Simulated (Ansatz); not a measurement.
# BaPtAu in the AlB2 type: phonon-mediated transition temperature

Wanted: λ, ω_log and Tc of BaPtAu in the AlB2 type. The cell shown first is a relaxed one, from steps not shown here.

Main program and level: Ansatz 0.2.0; DFT PBEsol, scalar-relativistic, plane waves, PAW; PAW set soft_1.

The structure was built from a prototype and need not be the compound's stable phase.

In doubt: the program doubts the meshes or the phonons of the coupling sums, which bears on λ, Tc and transport values.

## (1) The cell after earlier relaxation steps

It takes space group P-6m2 (No. 187, hexagonal). Conventional cell: a = 4.586 Å, b = 4.586 Å, c = 4.306 Å, α = 90.00°, β = 90.00°, γ = 120.00°. Ba has 6 Pt at 3.41 Å and 6 Au at 3.41 Å nearest. Au has 3 Pt at 2.65 Å and 6 Ba at 3.41 Å nearest. Pt has 3 Au at 2.65 Å and 6 Ba at 3.41 Å nearest. Farther neighbours are not listed.

## (2) Electron–phonon run: q 3×3×2, k 6×6×6, scattering 8×8×8

The run that gives the couplings also evaluates McMillan's and Allen and Dynes's formulas and, where asked, the Eliashberg equations, over a range of μ*.

Contents of input.yaml:

```yaml
crystal:
  lattice:
    - [4.5861807611, 0.0, 0.0]
    - [-2.2930903805, 3.9717490454, 0.0]
    - [0.0, 0.0, 4.30574094]
  atoms:
    - { symbol: Ba, position: [0.0, 0.0, 0.0] }
    - { symbol: Au, position: [0.3333333333, 0.6666666667, 0.5] }
    - { symbol: Pt, position: [0.6666666667, 0.3333333333, 0.5] }
kpoints:
  mp_grid: { grid: [6, 6, 6] }
hamiltonian:
  xc: pbesol
  pseudopotentials: { kind: paw, azcp: { folder: soft_1 }, xc_functional: pbe }
scf:
  occupations: { method: methfessel_paxton, width: 0.2 }
output:
  eigenvalues: true
phonons:
  method: dfpt
  qmesh: [3, 3, 2]
  temperatures: { t_max: 1000, t_step: 50 }
  qpath:
    path:
      - [[0.0, 0.0, 0.0], [0.5, 0.0, 0.0], [0.33333333, 0.33333333, 0.0], [0.0, 0.0, 0.0], [0.0, 0.0, 0.5], [0.5, 0.0, 0.5], [0.33333333, 0.33333333, 0.5], [0.0, 0.0, 0.5]]
      - [[0.5, 0.0, 0.5], [0.5, 0.0, 0.0]]
      - [[0.33333333, 0.33333333, 0.5], [0.33333333, 0.33333333, 0.0]]
    npoints: 10
  electrical_resistivity:
    mesh: [8, 8, 8]
    temperatures: [20.0, 50.0, 77.0, 100.0, 150.0, 200.0, 300.0, 400.0, 600.0, 800.0]
  superconductivity: { mesh: [8, 8, 8] }
```

Started as:

```console
$ ansatz run input.yaml --threads 4 --pin off --max-ram 12288MiB --backend cpu --events-out ev --progress --plain --runs-dir out
```

Numbers of over 12 decimals in the logs are rounded to 6 here.

The program printed:

```text
Engine: ansatz 0.2.0, x86_64-unknown-linux-gnu
Pseudopotentials: kind: paw
Pseudopotential: Ba, paw, valence charge 10, recommended cutoff 420 eV (normal), soft_1/Ba.paw.azcp
Pseudopotential: Au, paw, valence charge 19, recommended cutoff 420 eV (normal), soft_1/Au.paw.azcp
Pseudopotential: Pt, paw, valence charge 18, recommended cutoff 420 eV (normal), soft_1/Pt.paw.azcp
Functional definition: PBEsol
  exchange = pbesol_x
  correlation = pbesol_c
Crystal: 3 atoms, lattice volume = 78.430 Å³
Basis set: ecut = 420 eV, 1557 PW (Γ), exchange–correlation on 64×64×60 points (8 copies of the dense FFT grid, shifted against one another)
Bands: 29, of which v1, the nominal top of the filled ones, is band 24 counted from 1 (23 counted from 0)
Symmetry: 12 space group operations
k-points: 28 of 216 (time reversal used)
Non-local potential: Ba, projectors of the file, l = 0: 3, l = 1: 2, l = 2: 2, l = 3: 2
Non-local potential: Au, projectors of the file, l = 0: 3, l = 1: 2, l = 2: 2, l = 3: 1
Non-local potential: Pt, projectors of the file, l = 0: 3, l = 1: 2, l = 2: 2, l = 3: 1
PAW form: soft (Blöchl's): semilocal exchange-correlation on the pseudo side does not see the compensation charge
PAW frozen core: Ba, regenerated for the run's functional, and the local potential with it (the file was generated under x = pbe(κ = 0.804, μ = 0.219515), c = pbe(β = 0.066725))
PAW frozen core: Au, regenerated for the run's functional, and the local potential with it (the file was generated under x = pbe(κ = 0.804, μ = 0.219515), c = pbe(β = 0.066725))
PAW frozen core: Pt, regenerated for the run's functional, and the local potential with it (the file was generated under x = pbe(κ = 0.804, μ = 0.219515), c = pbe(β = 0.066725))
PAW one-centre angular grid: Ba, 194 points (default); XC on 64 Gauss nodes
PAW one-centre angular grid: Au, 590 points (default); XC on 64 Gauss nodes
PAW one-centre angular grid: Pt, 590 points (default); XC on 64 Gauss nodes
Initial density: superposition of atomic densities (chi_scale 0.1, normalization cell, long waves kept (reshape's long-wave potential 0.00 eV rms))
Initial wavefunctions: pseudopotential atomic-orbital guess
Functional: x = pbesol(κ = 0.804, μ = 0.123457), c = pbesol(β = 0.046)
SCF iter   1: F=—  HF=-31268.734474 eV  |F-HF|=—  |Δ(HF+E_count)|=         —  Δρ=2.08e-1  dr2=6.90e1  ethr=3.10e-3  ⟨swp⟩=8.2  Hψ=4040  notcnv=0
preconditioner: auto → Kerker (q_TF=auto, 2.505 Å⁻¹)  [metal: Δε(μ)=0.013 eV  Ē_g=7.236 eV  σ=0.200 eV  W_gap=0.05  n_scr=20 (ndim 8)  ℏωp=22.6 eV  f_vac=0.000  D(μ)=2.76/eV (n_scr^D=20)]
SCF iter   2: F=—  HF=-31261.602938 eV  |F-HF|=—  |Δ(HF+E_count)|=    7.13e0  S|Δr|=    0.00e0  Δρ=1.01e-1  dr2=1.80e1  ethr=3.10e-3  ⟨swp⟩=3.2  Hψ=1902  notcnv=0  defer=9
SCF iter   3: F=—  HF=-31259.129049 eV  |F-HF|=—  |Δ(HF+E_count)|=    2.47e0  S|Δr|=    0.00e0  Δρ=2.68e-2  dr2=1.26e0  ethr=3.10e-3  ⟨swp⟩=3.9  Hψ=1582  notcnv=0  defer=10
SCF iter   4: F=—  HF=-31258.786740 eV  |F-HF|=—  |Δ(HF+E_count)|=   3.42e-1  S|Δr|=    0.00e0  Δρ=1.20e-2  dr2=1.37e-1  ethr=2.67e-3  ⟨swp⟩=2.9  Hψ=1423  notcnv=0  defer=18
SCF iter   5: F=—  HF=-31258.759644 eV  |F-HF|=—  |Δ(HF+E_count)|=   2.71e-2  S|Δr|=    0.00e0  Δρ=3.99e-3  dr2=3.40e-2  ethr=2.92e-4  ⟨swp⟩=2.4  Hψ=1307  notcnv=0  defer=18
SCF iter   6: F=—  HF=-31258.750233 eV  |F-HF|=—  |Δ(HF+E_count)|=   9.41e-3  S|Δr|=    0.00e0  Δρ=1.01e-3  dr2=2.01e-3  ethr=7.23e-5  ⟨swp⟩=2.0  Hψ=1052  notcnv=0  defer=18
SCF iter   7: F=—  HF=-31258.749917 eV  |F-HF|=—  |Δ(HF+E_count)|=   3.16e-4  S|Δr|=    0.00e0  Δρ=3.32e-4  dr2=1.61e-4  ethr=4.27e-6  ⟨swp⟩=2.0  Hψ=1097  notcnv=0  defer=18
SCF iter   8: F=—  HF=-31258.749923 eV  |F-HF|=—  |Δ(HF+E_count)|=   5.65e-6  S|Δr|=    0.00e0  Δρ=1.54e-4  dr2=3.35e-5  ethr=3.43e-7  ⟨swp⟩=2.1  Hψ=934  notcnv=0  defer=18
SCF iter   9: F=—  HF=-31258.749923 eV  |F-HF|=—  |Δ(HF+E_count)|=   5.15e-7  S|Δr|=    0.00e0  Δρ=3.83e-5  dr2=1.84e-6  ethr=7.14e-8  ⟨swp⟩=2.3  Hψ=1194  notcnv=0  defer=18
SCF iter  10: F=—  HF=-31258.749924 eV  |F-HF|=—  |Δ(HF+E_count)|=   4.82e-7  S|Δr|=    0.00e0  Δρ=8.40e-6  dr2=1.12e-7  ethr=3.92e-9  ⟨swp⟩=2.1  Hψ=1244  notcnv=0  defer=19
[...]
the search or the solves at the SCF's close seem to have found levels that the self-consistency loop had missed (the run counts 1). By its estimate they hold under 1e-12 electrons; where the run keeps them, the occupations were computed again with them
SCF 1 converged in 14 iterations: F = -31258.749924 eV  dr2 = 7.94e-12
  greatest PAW one-centre occupation: 1.000 electrons in one spin orbital (limit 2), on the Au atom at site 1 (counted from 0), in its partial waves of l = 0
phonons: the bands overlap, so this run is a metal and interpolates without the dipole-dipole term. If the crystal is really an insulator or semiconductor, its LO-TO splitting is missing
NSCF: frozen V_eff on 28 k-points
NSCF: frozen V_eff on 52 k-points
[...]
mean free path at 77 K (of a tensor a third of its trace): 46.6 nm by what each carries, 43.7 by the Fermi surface alone
  Hall coefficient in a weak field at 77 K (a third of the trace): -3.993e-10 m³/C (as a tensor it moves by 35.4 % between the two finest meshes); by each state's relaxation time: -3.435e-10 m³/C; by a constant relaxation time: -5.156e-10 m³/C
  mean free path at 100 K (of a tensor a third of its trace): 33.4 nm by what each carries, 31.4 by the Fermi surface alone
  Hall coefficient in a weak field at 100 K (a third of the trace): -4.264e-10 m³/C (as a tensor it moves by 33.6 % between the two finest meshes); by each state's relaxation time: -3.675e-10 m³/C; by a constant relaxation time: -5.154e-10 m³/C
  mean free path at 150 K (of a tensor a third of its trace): 21.0 nm by what each carries, 19.7 by the Fermi surface alone
  Hall coefficient in a weak field at 150 K (a third of the trace): -4.536e-10 m³/C (as a tensor it moves by 31.9 % between the two finest meshes); by each state's relaxation time: -3.913e-10 m³/C; by a constant relaxation time: -5.149e-10 m³/C
  mean free path at 200 K (of a tensor a third of its trace): 15.4 nm by what each carries, 14.5 by the Fermi surface alone
  Hall coefficient in a weak field at 200 K (a third of the trace): -4.647e-10 m³/C (as a tensor it moves by 31.0 % between the two finest meshes); by each state's relaxation time: -4.010e-10 m³/C; by a constant relaxation time: -5.147e-10 m³/C
  mean free path at 300 K (of a tensor a third of its trace): 10.1 nm by what each carries, 9.49 by the Fermi surface alone
  Hall coefficient in a weak field at 300 K (a third of the trace): -4.744e-10 m³/C (as a tensor it moves by 29.6 % between the two finest meshes); by each state's relaxation time: -4.095e-10 m³/C; by a constant relaxation time: -5.145e-10 m³/C
  mean free path at 400 K (of a tensor a third of its trace): 7.52 nm by what each carries, 7.05 by the Fermi surface alone
  Hall coefficient in a weak field at 400 K (a third of the trace): -4.790e-10 m³/C (as a tensor it moves by 28.5 % between the two finest meshes); by each state's relaxation time: -4.137e-10 m³/C; by a constant relaxation time: -5.142e-10 m³/C
  mean free path at 600 K (of a tensor a third of its trace): 4.95 nm by what each carries, 4.65 by the Fermi surface alone
  Hall coefficient in a weak field at 600 K (a third of the trace): -4.841e-10 m³/C (as a tensor it moves by 26.5 % between the two finest meshes); by each state's relaxation time: -4.187e-10 m³/C; by a constant relaxation time: -5.126e-10 m³/C
  mean free path at 800 K (of a tensor a third of its trace): 3.71 nm by what each carries, 3.47 by the Fermi surface alone
  Hall coefficient in a weak field at 800 K (a third of the trace): -4.948e-10 m³/C (as a tensor it moves by 23.2 % between the two finest meshes); by each state's relaxation time: -4.296e-10 m³/C; by a constant relaxation time: -5.100e-10 m³/C
  the resistivity times a path that all electrons share, by the Fermi surface of the deck's mesh alone (a third of the trace): 3.125e-15 Ω·m²
  not converged in the mesh (λ; λ_tr; the resistivity at 20 K by 44.95 %; the resistivity at 50 K by 72.90 %; the resistivity at 77 K by 78.01 %; the resistivity at 100 K by 79.73 %; the resistivity at 150 K by 81.47 %; the resistivity at 200 K by 82.52 %; the resistivity at 300 K by 84.01 %; the resistivity at 400 K by 84.74 %; the resistivity at 600 K by 84.00 %; the resistivity at 800 K by 81.46 %): between neighb [...]
  vibrations of 18 cells: unjudged by the run; compare a larger repeat
  the changes of the potential over all sites missed a rigid shift's by 0.00 % (the site terms' by 0.02 %)
  at the force constants' own smearing the fine mesh and the k-points of their solves give squared frequencies that differ by 138.9 % of the larger at the most, at (0.3333, 0.3333, -0.5)
--- Superconductivity: potentials and phonons of a 3×3×2 supercell ---
           mesh         λ    ħω_log (meV)  μ* declared at (meV)
          8×8×8    0.2594           7.105               10.282
          4×4×4    0.2364           7.291                9.980
  λ by the species' shares of the modes' patterns: Ba 0.0519, Au 0.1039, Pt 0.1035
  with the Fermi level up to 18.7 meV (the hardest mode) off, states and modes as they are: density of states 0.6252 to 0.6694 /eV of one spin and cell, λ 0.2531 to 0.2612
  transition temperature on the deck's mesh (K), isotropic and anisotropic, restricted to the Fermi surface (FSR) and over the full bandwidth (FBW), and the last with the density of states resolved in a narrower window:
        μ*   McMillan   Allen–Dynes      iso. FSR      iso. FBW    aniso. FSR    aniso. FBW  narrow window
      0.08      0.026         0.027    none_found    none_found    none_found    none_found     none_found
      0.10      0.007         0.007    none_found    none_found    none_found    none_found     none_found
      0.12      0.001         0.001    none_found    none_found    none_found    none_found     none_found
      0.13      0.000         0.000    none_found    none_found    none_found    none_found     none_found
      0.14      0.000         0.000    none_found    none_found    none_found    none_found     none_found
      0.16      0.000         0.000    none_found    none_found    none_found    none_found     none_found
      0.20      0.000         0.000    none_found    none_found    none_found    none_found     none_found
  none_found: no transition down to 0.1 K
  isotope coefficients −∂ln Tc/∂ln M under μ* = 0.13, the force constants as they are, of the isotropic transitions restricted to the Fermi surface and over the full bandwidth: Ba - and -, Au - and -, Pt - and -
  not converged in the mesh (λ): between neighbouring meshes, the two finest first, λ moves by 8.84 % and the anisotropic transition temperature over the full bandwidth at μ* = 0.13 by nothing (neither mesh has one); converged means that the two finest part by at most 2.00 % and 5.00 %
  vibrations of 18 cells: unjudged by the run; compare a larger repeat
  the changes of the potential over all sites missed a rigid shift's by 0.00 % (the site terms' by 0.02 %)
  at the force constants' own smearing the fine mesh and the k-points of their solves give squared frequencies that differ by 138.9 % of the larger at the most, at (0.3333, 0.3333, -0.5)
[key lines of the parts left out:]
SCF converged after 14 iterations
Free energy (F): -31258.749924 eV
Fermi energy:    13.082743 eV
```

The job ended after 4.8 min (4 threads of Intel Xeon Platinum 8259CL at 2.50GHz (Skylake/Cascade Lake), shared host; peak memory 2.4 GiB).

This step gave:

* volume per atom: 26.14 Å³/atom
* metallic on mesh: yes
* gap on the k-mesh: 0 eV
* zero point energy: 0.04544 eV/cell
* share of imaginary modes in the plain interpolation between solved wavevectors: 2.00e-4
* highest frequency, solved or plainly interpolated: 154.8 cm⁻¹
* Debye temperature (second moment): 168 K
* resistivity at 300 K: 31.12 μΩ cm, mean of the axes
* coupling constant λ: 0.2594
* density of states at the Fermi level: 0.6552 states/eV a spin and cell
* log mean phonon energy ħω_log: 7.105 meV
* transport coupling constant λ_tr: 0.277, 0.277, 0.3031 (xx, yy, zz)
* Drude plasma energy: 4.249, 4.249, 2.504 eV (xx, yy, zz)
* resistivity times mean free path: 15.67, 15.67, 62.41 × 10⁻¹⁶ Ω m² (xx, yy, zz)
* second-moment phonon energy ħω₂: 10.28 meV

An empty cell: under 1 mK by a formula, or no transition down to the floor of the Eliashberg search. Transition temperatures:

| μ* | McMillan Tc (K) | Allen–Dynes Tc (K) |
| --- | --- | --- |
| 0.08 | 0.0264 | 0.0266 |
| 0.1 | 0.00737 | 0.00744 |
| 0.12 | 0.00126 | 0.00127 |
| 0.13 | - | - |
| 0.14 | - | - |
| 0.16 | - | - |
| 0.2 | - | - |

The Eliashberg function α²F has structure finer than the step of the table below, so its rows give means over 0.5 meV, whole bins alone (the curve runs from 0.073 to 18.6 meV). Peaks (meV: height): α²F 6.92: 0.163, 8.09: 0.103, 13.19: 0.104, 15.96: 0.135, 18.44: 0.677; α²F tr 6.92: 0.254, 8.09: 0.140, 16.54: 0.128, 18.44: 0.717.

The Eliashberg function α²F by phonon energy; means over each step:

| phonon energy (meV) | α²F | α²F tr |
| --- | --- | --- |
| 0.5 | 5.2e-5 | 3.3e-5 |
| 1.0 | 8.5e-4 | 4.1e-4 |
| 1.5 | 0.00381 | 0.00263 |
| 2.0 | 0.0149 | 0.0135 |
| 2.5 | 0.0273 | 0.0278 |
| 3.0 | 0.0397 | 0.0442 |
| 3.5 | 0.0411 | 0.0459 |
| 4.0 | 0.0449 | 0.0526 |
| 4.5 | 0.0665 | 0.0780 |
| 5.0 | 0.0743 | 0.0856 |
| 5.5 | 0.0537 | 0.0565 |
| 6.0 | 0.0408 | 0.0524 |
| 6.5 | 0.0643 | 0.0922 |
| 7.0 | 0.127 | 0.201 |
| 7.5 | 0.0418 | 0.0727 |
| 8.0 | 0.0839 | 0.110 |
| 8.5 | 0.0861 | 0.0879 |
| 9.0 | 0.0748 | 0.0710 |
| 9.5 | 0.0611 | 0.0545 |
| 10.0 | 0.0672 | 0.0646 |
| 10.5 | 0.0446 | 0.0512 |
| 11.0 | 0.0314 | 0.0392 |
| 11.5 | 0.00835 | 0.0128 |
| 12.0 | 0.0399 | 0.0451 |
| 12.5 | 0.0578 | 0.0603 |
| 13.0 | 0.0627 | 0.0333 |
| 13.5 | 0.0118 | 0.00300 |
| 14.0 | 0 | 0 |
| 14.5 | 2.7e-4 | 2.2e-4 |
| 15.0 | 0.00672 | 0.00570 |
| 15.5 | 0.0615 | 0.0475 |
| 16.0 | 0.129 | 0.105 |
| 16.5 | 0.121 | 0.121 |
| 17.0 | 0.0847 | 0.0795 |
| 17.5 | 0.0366 | 0.0176 |
| 18.0 | 0.230 | 0.204 |

The Eliashberg function α²F has structure finer than the step of the table below, so its rows give means over 1 meV, whole bins alone (the curve runs from 0.073 to 18.6 meV). Peaks (meV: height): α²F 6.9: 0.163, 13.2: 0.104, 16.0: 0.135, 18.4: 0.677; Ba 6.9: 0.0181, 9.1: 0.0519, 13.2: 0.0941, 16.0: 0.0116; Au 6.9: 0.066, 16.0: 0.075, 18.4: 0.344; Pt 6.9: 0.0793, 16.5: 0.0507, 18.4: 0.322.

Eliashberg function α²F against phonon energy; means over each step:

| phonon energy (meV) | α²F | Ba | Au | Pt |
| --- | --- | --- | --- | --- |
| 1 | 0.00102 | 2.4e-4 | 3.8e-4 | 3.7e-4 |
| 2 | 0.0146 | 0.00114 | 0.00681 | 0.00672 |
| 3 | 0.0375 | 0.00265 | 0.0174 | 0.0174 |
| 4 | 0.0484 | 0.00637 | 0.0224 | 0.0197 |
| 5 | 0.0695 | 0.0120 | 0.0311 | 0.0264 |
| 6 | 0.0441 | 0.00502 | 0.0121 | 0.0270 |
| 7 | 0.0963 | 0.0102 | 0.0395 | 0.0466 |
| 8 | 0.0738 | 0.0117 | 0.0303 | 0.0318 |
| 9 | 0.0728 | 0.0388 | 0.0169 | 0.0171 |
| 10 | 0.0612 | 0.0405 | 0.0110 | 0.00979 |
| 11 | 0.0273 | 0.0218 | 0.00400 | 0.00141 |
| 12 | 0.0383 | 0.0257 | 0.00392 | 0.00866 |
| 13 | 0.0506 | 0.0404 | 0.00262 | 0.00757 |
| 14 | 6.4e-6 | 0 | 0 | 0 |
| 15 | 0.0109 | 8.6e-4 | 0.00657 | 0.00344 |
| 16 | 0.119 | 0.00857 | 0.0660 | 0.0442 |
| 17 | 0.0827 | 0.00261 | 0.0449 | 0.0353 |
| 18 | 0.248 | 0.00327 | 0.127 | 0.117 |

## (3) Outcome

```
meshes                        : q 3×3×2, k 6×6×6, scattering 8×8×8
coupling constant λ           : 0.259
log mean phonon energy ħω_log : 7.11 meV
Allen–Dynes Tc at μ* = 0.1    : 0.00744 K
```

In the last run (PBEsol, q 3×3×2, k 6×6×6, scattering 8×8×8), with λ = 0.26 and ħω_log = 7.11 meV, Tc at μ* = 0.13 is under 1 mK by the formulas. In that run Allen and Dynes's formula gives no transition above 0.05 K at μ* = 0.10 or more. By the run's own test λ is not converged in the fine mesh: it moves by 9 % between the two finest. The run's transport test calls it not converged in the mesh; ρ(300 K) moves by 84 % in the component that moves most. In 1 of the runs shown, the last among them, the interpolated phonons dip below zero somewhere, which the program warns of. These meshes are coarse. No spin–orbit coupling, which matters for Au and Pt. The structure is a hand-built model. The compound is a prototype filled by a generator; whether it can be made, and whether it orders so, was not tested. μ* is a typed number, phonons are harmonic, and spin fluctuations are left out; at μ* = 0.13 McMillan's formula turns 1 % in λ into about 24 % in Tc.

[Logs are printed without paths, hosts, clocks, repeated set-up lines and the standing remarks that a program may print on its own settings, such as how far it seeks lower states.]

[Hosts, paths, dates, database ids (printed as entryN), source tags and the programs' standing remarks are cut or masked in the printed files.]
